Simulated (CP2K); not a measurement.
Two runs for the C K edge of acetylacetone enol. Run A: CP2K XAS_TDP, all-electron GAPW, PBEh(45%), aug-cc-pVDZ, TDA, no relativity. Run B differs in one setting.

First lines with a strength over 0.0015. A:

```tsv
atom	energy (eV)	states	strength, one atom
C1 (bonded to C and 3 H)	283.74	1	0.0070
	284.35	1	0.0208
	284.65	1	0.0078
	285.00	1	0.0138
	285.49	1	0.0062
C2 (bonded to 2 C and O)	282.00	1	0.0651
	286.90	1	0.0074
	287.34	1	0.0018
	288.02	1	0.0037
	288.05	1	0.0018
C4 (bonded to 2 C and H)	281.21	1	0.0176
	283.53	1	0.0129
	283.91	1	0.0250
	284.82	1	0.0038
	284.87	1	0.0041
C5 (bonded to 2 C and O)	282.32	1	0.0669
	286.56	1	0.0032
	287.46	1	0.0204
	287.70	1	0.0021
	288.02	1	0.0071
C6 (bonded to C and 3 H)	283.94	1	0.0043
	284.56	1	0.0052
	284.71	1	0.0189
	285.18	1	0.0029
	285.38	1	0.0078
```

B:

```tsv
atom	energy (eV)	states	strength, one atom
C1 (bonded to C and 3 H)	290.15	1	0.0069
	290.76	1	0.0204
	291.07	1	0.0077
	291.41	1	0.0135
	291.90	1	0.0061
C2 (bonded to 2 C and O)	288.38	1	0.0636
	293.29	1	0.0072
	293.72	1	0.0017
	294.40	1	0.0036
	294.43	1	0.0017
C4 (bonded to 2 C and H)	286.99	1	0.0173
	289.31	1	0.0126
	289.69	1	0.0245
	290.60	1	0.0037
	290.65	1	0.0041
C5 (bonded to 2 C and O)	288.24	1	0.0655
	292.48	1	0.0031
	293.38	1	0.0200
	293.62	1	0.0020
	293.94	1	0.0070
C6 (bonded to C and 3 H)	290.42	1	0.0042
	291.04	1	0.0051
	291.19	1	0.0184
	291.66	1	0.0029
	291.87	1	0.0077
```

Which was it: the functional, GW2X switched on, scalar relativity switched on, the basis?

GW2X switched on. GW2X shifts an atom's lines together and keeps their spacings. Against PBEh(45%) in aug-cc-pVDZ, the leading lines move by +6.41 eV (C1, to 290.76), +6.38 eV (C2, to 288.38), +5.78 eV (C4, to 286.99), +5.92 eV (C5, to 288.24) and +6.48 eV (C6, to 291.19).

[Banner, clock and machine lines of the logs are left out without a mark of their own.]

[Logs are printed without paths, hosts, clocks, repeated set-up lines and the standing remarks that a program may print on its own settings, such as how far it seeks lower states.]

[Hosts, paths, dates, database ids (printed as entryN), source tags and the programs' standing remarks are cut or masked in the printed files.]
